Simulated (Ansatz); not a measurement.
## CdSe (F-43m): band gap by G0W0 on HSE06

Aim: the quasiparticle gap of CdSe (F-43m), starting from HSE06.

Method: HSE06, then G0W0 on it, plane waves, PAW, in Ansatz 0.2.0.

**The experiments to reproduce.**

- Gap 1.69 ± 0.02 eV: direct gap from (alpha E)^2 extrapolation; spectroscopic ellipsometry; 300 K; film (fully relaxed MBE film, 304 nm) on GaAs(100) (“Band gap bowing of binary alloys: Experimental results compared to theoretical tight-binding supercell calculations for CdZnSe”, 2010, arxiv:1007.2297).

## 1. The structure

It takes space group F-43m (No. 216, cubic). Conventional cell: a = 6.050 Å, b = 6.050 Å, c = 6.050 Å, α = 90.00°, β = 90.00°, γ = 90.00°. Nearest to Cd lie 4 Se at 2.62 Å. Se has 4 Cd at 2.62 Å nearest. Farther neighbours and most contacts between anions are not listed.

Geometry: measured lattice cell, ions relaxed with PBE; the structure entry is the Materials Project's. The runs that relaxed it are not among those shown.

The logs state that the PAW files were generated under PBE.

## 2. HSE06 levels on the mesh and at listed points

HSE06 mixes in a quarter of exact exchange at short range.

This step: DFT, HSE06, plane waves, PAW; PAW set soft_1.

Input file input.yaml:

```yaml
crystal:
  lattice:
    - [0.0, 3.025, 3.025]
    - [3.025, 0.0, 3.025]
    - [3.025, 3.025, 0.0]
  atoms:
    - { symbol: Cd, position: [0.0, 0.0, 0.0] }
    - { symbol: Se, position: [0.75, 0.75, 0.75] }
kpoints:
  mp_grid: { grid: [4, 4, 4] }
  band_path:
    path:
      - [0.0, 0.0, 0.0]
      - [-0.5, -0.5, 0.0]
      - [-0.375, -0.375, 0.25]
      - [-0.375, 0.0, 0.375]
      - [0.0, 0.0, 0.5]
      - [-0.5, -0.25, 0.25]
    npoints: 1
hamiltonian:
  xc: hse06
  pseudopotentials: { kind: paw, azcp: { folder: soft_1 } }
scf:
  occupations: { method: fixed }
  n_extra_bands: 4
output:
  eigenvalues: true
```

Started as:

```console
$ ansatz run input.yaml --threads 3 --pin off --max-ram 92160MiB --backend cuda --events-out ev --progress --plain --runs-dir out --devices 1 --max-vram 13GiB
```

Numbers of over 12 decimals in the logs are rounded to 6 here.

The program printed:

```text
scf.n_extra_bands = 4 over 18 filled bands (N_el = 36.0): the run solves 22 bands
GPUs: using 1 of 1 available (devices: 1).
Engine: ansatz 0.2.0, x86_64-unknown-linux-gnu
Pseudopotentials: kind: paw
Pseudopotential: Cd, paw, valence charge 20, recommended cutoff 420 eV (normal), soft_1/Cd.paw.azcp
Pseudopotential: Se, paw, valence charge 16, recommended cutoff 420 eV (normal), soft_1/Se.paw.azcp
Functional definition: HSE06
  parameter a = 0.25
  parameter omega = 0.11/bohr
  exchange = pbe_x - a*pbe_x_sr(omega) + a*exact_x_sr(omega)
  correlation = pbe_c
davidson cushion auto → on  (no smearing: the cushion is to keep the highest requested band from converging to the state above it; pin scf.eigensolver.cushion to override)
device memory: the entry about to start is reckoned to put 1.0 GiB on a device that reports 58.6 GiB free (of which the cap on the GPU budget leaves the run 13.0 GiB)
GPU FFT provider: cuFFT
GPU libraries: cuBLAS 13.8.2, cuFFT 12.4.0, cuSOLVER 12.3.4
Crystal: 2 atoms, lattice volume = 55.361 Å³
Basis set: ecut = 420 eV, 1067 PW (Γ)
Bands: 22, of which v1, the nominal top of the filled ones, is band 18 counted from 1 (17 counted from 0)
Symmetry: 24 space group operations
Space group: F-43m (ITA 216), of the structure as read, at distance tolerance 3.8e-5 Å
k-points: 8 of 64 (time reversal used)
Non-local potential: Cd, projectors of the file, l = 0: 3, l = 1: 2, l = 2: 2, l = 3: 1
Non-local potential: Se, projectors of the file, l = 0: 2, l = 1: 2, l = 2: 3, l = 3: 1
PAW form: soft (Blöchl's): semilocal exchange-correlation on the pseudo side does not see the compensation charge
PAW frozen core: Cd, regenerated for the run's functional, and the local potential with it (the file was generated under x = pbe(κ = 0.804, μ = 0.219515), c = pbe(β = 0.066725))
PAW frozen core: Se, regenerated for the run's functional, and the local potential with it (the file was generated under x = pbe(κ = 0.804, μ = 0.219515), c = pbe(β = 0.066725))
PAW one-centre angular grid: Cd, 590 points (default); XC on 64 Gauss nodes
PAW one-centre angular grid: Se, 590 points (default); XC on 64 Gauss nodes
Initial density: superposition of atomic densities (chi_scale 0.1, normalization cell, long waves kept (reshape's long-wave potential 0.00 eV rms))
Initial wavefunctions: pseudopotential atomic-orbital guess
GPU buffer pool allocated for 27000 grid points (all kernels)
GPU transforms: local potential and band sums: pruned to the plane-wave sphere, on 30×30×30
Functional: x = pbe(κ = 0.804, μ = 0.219515), c = pbe(β = 0.066725), warm-up for x = pbe(κ = 0.804, μ = 0.219515) + 0.25 (exact − pbe) at short range (hse, ω = 0.207870 Å⁻¹), c = pbe(β = 0.066725); HSE06 as pw.x's `hse` composes it (authors' and Libxc's form: `xc: wpbeh`)
SCF iter   1: F=—  HF=-13725.262968 eV  |F-HF|=—  |Δ(HF+E_count)|=         —  Δρ=5.15e-2  dr2=1.38e0  ethr=1.00e-1  ⟨swp⟩=6.4  Hψ=533  notcnv=0
preconditioner: auto → none  [insulator: Δε(μ)=0.323 eV  Ē_g=12.926 eV  n_scr=14 (ndim 8)  ℏωp=21.2 eV  f_vac=0.159]
SCF iter   2: F=—  HF=-13724.851557 eV  |F-HF|=—  |Δ(HF+E_count)|=   4.11e-1  Δρ=2.13e-2  dr2=1.96e-1  ethr=3.83e-3  ⟨swp⟩=3.9  Hψ=503  notcnv=0
SCF iter   3: F=—  HF=-13724.787920 eV  |F-HF|=—  |Δ(HF+E_count)|=   6.36e-2  Δρ=9.37e-3  dr2=2.71e-2  ethr=5.45e-4  ⟨swp⟩=3.0  Hψ=478  notcnv=0
iter 4 solved again at ethr=5.89e-7 eV; its pass at ethr=7.52e-5 eV (dr2=2.12e-4 eV) is discarded
SCF iter   4: F=—  HF=-13724.783277 eV  |F-HF|=—  |Δ(HF+E_count)|=   4.64e-3  Δρ=9.11e-4  dr2=2.10e-4  ethr=5.89e-7  ⟨swp⟩=3.2  Hψ=936  notcnv=0
SCF iter   5: F=-13724.783481 eV  HF=-13724.783471 eV  |F-HF|=9.94e-6  |Δ(HF+E_count)|=   1.93e-4  Δρ=1.41e-4  dr2=4.52e-6  ethr=5.82e-7  ⟨swp⟩=3.0  Hψ=484  notcnv=0
SCF 1 stopped early in 5 iterations: F = -13724.783481 eV  dr2 = 4.52e-6
  greatest PAW one-centre occupation: 1.000 electrons in one spin orbital (limit 2), on the Cd atom at site 0 (counted from 0), in its partial waves of l = 0
device memory: the entry about to start is reckoned to put 1.7 GiB on a device that reports 59.3 GiB free (of which the cap on the GPU budget leaves the run 13.0 GiB)
GPU FFT provider: cuFFT
GPU libraries: cuBLAS 13.8.2, cuFFT 12.4.0, cuSOLVER 12.3.4
Initial density: handed on by an earlier stage of this run
Initial wavefunctions: those handed on with the density
GPU buffer pool allocated for 27000 grid points (all kernels)
GPU transforms: local potential and band sums: pruned to the plane-wave sphere, on 30×30×30
Functional: x = pbe(κ = 0.804, μ = 0.219515) + 0.25 (exact − pbe) at short range (hse, ω = 0.207870 Å⁻¹), c = pbe(β = 0.066725); HSE06 as pw.x's `hse` composes it (authors' and Libxc's form: `xc: wpbeh`)
Exchange kernel: α = 0.2500, screened, ω = 0.2079 Å⁻¹, Wigner–Seitz truncation, v(0) = 1034.8219 eV·Å³, q-mesh 4×4×4, nearest image of the exchange supercell L = 17.11 Å, pair-density grid 18×18×18, without the augmentation charges, whose exchange is taken in its separable form by FFT convolution over the k-point mesh (sized by the pseudopotential files, 24×24×24 at the most), smooth part of the exact exchange by density-matrix convolution in up to 1.47 GiB of GPU memory as planned if the GPU has room (build and FFT work areas not counted)
Frozen-core exchange: fock
SCF iter   1: F=—  HF=-13730.160251 eV  |F-HF|=—  |Δ(HF+E_count)|=         —  Δρ=6.40e-3  dr2=1.76e-2  ethr=1.25e-7  ⟨swp⟩=7.0  Hψ=946  notcnv=0
preconditioner: auto → none  [insulator: Δε(μ)=1.552 eV  Ē_g=14.139 eV  n_scr=14 (ndim 8)  ℏωp=21.2 eV  f_vac=0.198]
SCF iter   2: F=—  HF=-13730.151500 eV  |F-HF|=—  |Δ(HF+E_count)|=   8.75e-3  Δρ=1.99e-3  dr2=1.54e-3  ethr=1.25e-7  ⟨swp⟩=4.1  Hψ=740  notcnv=0
SCF iter   3: F=—  HF=-13730.159788 eV  |F-HF|=—  |Δ(HF+E_count)|=   8.29e-3  Δρ=1.42e-3  dr2=6.35e-4  ethr=1.25e-7  ⟨swp⟩=4.0  Hψ=711  notcnv=0
SCF iter   4: F=—  HF=-13730.159705 eV  |F-HF|=—  |Δ(HF+E_count)|=   8.26e-5  Δρ=4.26e-4  dr2=6.49e-5  ethr=1.25e-7  ⟨swp⟩=3.9  Hψ=580  notcnv=0
SCF iter   5: F=—  HF=-13730.159715 eV  |F-HF|=—  |Δ(HF+E_count)|=   9.48e-6  Δρ=2.12e-5  dr2=2.16e-5  ethr=1.13e-7  ⟨swp⟩=3.0  Hψ=419  notcnv=0
SCF iter   6: F=—  HF=-13730.159864 eV  |F-HF|=—  |Δ(HF+E_count)|=   1.49e-4  Δρ=1.28e-4  dr2=1.07e-5  ethr=4.87e-10  ⟨swp⟩=4.9  Hψ=725  notcnv=0
SCF iter   7: F=-13730.159860 eV  HF=-13730.159860 eV  |F-HF|=1.42e-8  |Δ(HF+E_count)|=   3.75e-6  Δρ=1.18e-5  dr2=6.29e-7  ethr=4.87e-10  ⟨swp⟩=4.0  Hψ=659  notcnv=0
SCF 2 stopped early in 7 iterations: F = -13730.159860 eV  dr2 = 6.29e-7
hybrid outer 1: dexx = +9.411e-3 eV, tail = 5.84e-5 eV
GPU FFT provider: cuFFT
GPU libraries: cuBLAS 13.8.2, cuFFT 12.4.0, cuSOLVER 12.3.4
GPU buffer pool allocated for 27000 grid points (all kernels)
GPU transforms: local potential and band sums: pruned to the plane-wave sphere, on 30×30×30
Exchange kernel: α = 0.2500, screened, ω = 0.2079 Å⁻¹, Wigner–Seitz truncation, v(0) = 1034.8219 eV·Å³, q-mesh 4×4×4, nearest image of the exchange supercell L = 17.11 Å, pair-density grid 18×18×18, without the augmentation charges, whose exchange is taken in its separable form by FFT convolution over the k-point mesh (sized by the pseudopotential files, 24×24×24 at the most), smooth part of the exact exchange by density-matrix convolution in up to 1.47 GiB of GPU memory as planned if the GPU has room (build and FFT work areas not counted)
Frozen-core exchange: fock
SCF iter   1: F=—  HF=-13730.160084 eV  |F-HF|=—  |Δ(HF+E_count)|=         —  Δρ=5.04e-5  dr2=4.72e-7  ethr=8.12e-7  ⟨swp⟩=2.9  Hψ=408  notcnv=0
preconditioner: auto → none  [insulator: Δε(μ)=1.601 eV  Ē_g=14.081 eV  n_scr=14 (ndim 8)  ℏωp=21.2 eV  f_vac=0.202]
iter 2 solved again at ethr=6.65e-11 eV; its pass at ethr=1.19e-9 eV (dr2=2.39e-8 eV) is discarded
SCF iter   2: F=-13730.160085 eV  HF=-13730.160085 eV  |F-HF|=1.37e-8  |Δ(HF+E_count)|=   2.56e-7  Δρ=1.30e-5  dr2=5.94e-8  ethr=6.65e-11  ⟨swp⟩=2.0  Hψ=1065  notcnv=0
SCF 3 converged in 2 iterations: F = -13730.160085 eV  dr2 = 5.94e-8
  greatest PAW one-centre occupation: 1.000 electrons in one spin orbital (limit 2), on the Cd atom at site 0 (counted from 0), in its partial waves of l = 1
hybrid outer 2: dexx = +3.695e-7 eV, tail = 3.00e-7 eV, Δε = 3.30e-3 eV (about 3.67e-4 eV left of the loop's levels)
the search or the solves at the SCF's close seem to have found levels that the self-consistency loop had missed (the run counts 1). By its estimate they hold under 1e-12 electrons; where the run keeps them, the occupations were computed again with them
device memory: the entry about to start is reckoned to put 0.4 GiB on a device that reports 55.3 GiB free (of which the cap on the GPU budget leaves the run 13.0 GiB)
NSCF: frozen V_eff on 6 k-points
hybrid SCF converged: 2 outer / 9 inner (+5 warm-up), last move |dexx| = 3.69e-7 eV, tail = 3.00e-7 eV
Stability not checked: this state was not tested for a lower state beside it, because the functional holds exact exchange (a hybrid, or Hartree-Fock), whose exchange loop this test does not read (fock_operator; see scf.lower_state_search)
Free energy (F): -13730.160085 eV
Frozen-core exchange: fock
Harris-Foulkes:  -13730.160085 eV  (|F-HF|=1.37e-8)
Internal energy: -13730.160085 eV  (E = F + TS)
E sigma→0 (E₀):  -13730.160085 eV
Fermi energy:    6.957569 eV
--- Per-component energies (eV) ---
  E_band       = -994.128106
  E_kinetic    = 552.325654
  E_local      = -6589.938394  (includes V_loc(G=0)·N_el)
  E_nonlocal   = -235.953328
  E_hartree    = 3211.051125
  E_xc         = -194.387296
  E_vxc        = -228.594534  (∫ρ·V_xc dr)
  E_exx        = -156.712067  (= α·E_x^exact, valence–valence)
  E_paw        = -6124.803768  (= ΣΔE_a)
  E_vpaw       = -600.638669  (= ΣTr[D̂ρ^β])
  E_aug_tail   = -0.000041  (compensation charges beyond the density's cutoff)
  E_ewald      = -4190.068988
  E_core_change = -1.672982  (= ΣΔE_core)
  E_smearing   = -0.000000  (= −TS)
  E_closure    = -0.000000  (closes the sum)
  Σ components = -13730.160085   (vs F -13730.160085, Δ=1.82e-12)
--- Band table (eV; the first three rows and the last of 8) ---
  k-point 0: bands = [... 14 lower, -1.8829, 6.9576, 6.9576, 6.9576, 8.5583, 13.9353, 13.9353, 13.9353]
  k-point 1: bands = [... 14 lower, -1.8814, 4.1365, 6.5168, 6.5168, 10.2656, 13.9760, 14.4901, 14.4901]
  k-point 2: bands = [... 14 lower, -1.5283, 2.1833, 6.1336, 6.1336, 10.3625, 14.4314, 14.4314, 15.4850]
  k-point 7: bands = [... 14 lower, -1.3042, 2.6721, 4.4860, 4.5510, 13.0478, 13.2647, 14.5675, 15.5049]
```

Elapsed: 18 s, on 1 × NVIDIA H100 80GB HBM3 (shared by 6 runs) with 3 threads of AMD EPYC 7R13 (Zen 3), shared host; peak memory 1.1 GiB.

In the SCF lines HF is the Harris–Foulkes energy and dr2 the Hartree energy of the density residual, in eV; the loop may stop once dr2 is under the threshold and the program's other checks hold. Hψ counts applications of the Hamiltonian.

Numbers from this step:

| Property | Result |
| --- | --- |
| gap | 1.601 eV |
| valence top at | Γ |
| conduction bottom at | Γ |
| least direct gap | 1.601 eV |
| exact-exchange fraction | 0.25 |

Over mesh and listed points the gap is 1.601 eV, direct, at k = Γ.

(Continued in part 2 of 2.)

[Paths, hosts, dates, memory and timing lines, banners, echoed tables and standing remarks are left out of the program output.]

[Logs are printed without paths, hosts, clocks, repeated set-up lines and the standing remarks that a program may print on its own settings, such as how far it seeks lower states.]

[Runs of the session that timed out or met a known fault of the program may be left out.]

[Cells called generated may have been cut or substituted from an entry of the Crystallography Open Database or the Materials Project.]

[Hosts, paths, dates, database ids (printed as entryN), source tags and the programs' standing remarks are cut or masked in the printed files.]

[Where an RPA ε∞ is given, it is that of the G0W0 mesh and is not shown converged in it. Names of k-points follow the symmetry that the program found, which can be lower than the space group named. Band edges on a path are those of the sampled points; other points can move an edge, and change direct to indirect where valleys lie close.]

[Hybrid gaps are those of their k-mesh and are not shown converged in it.]
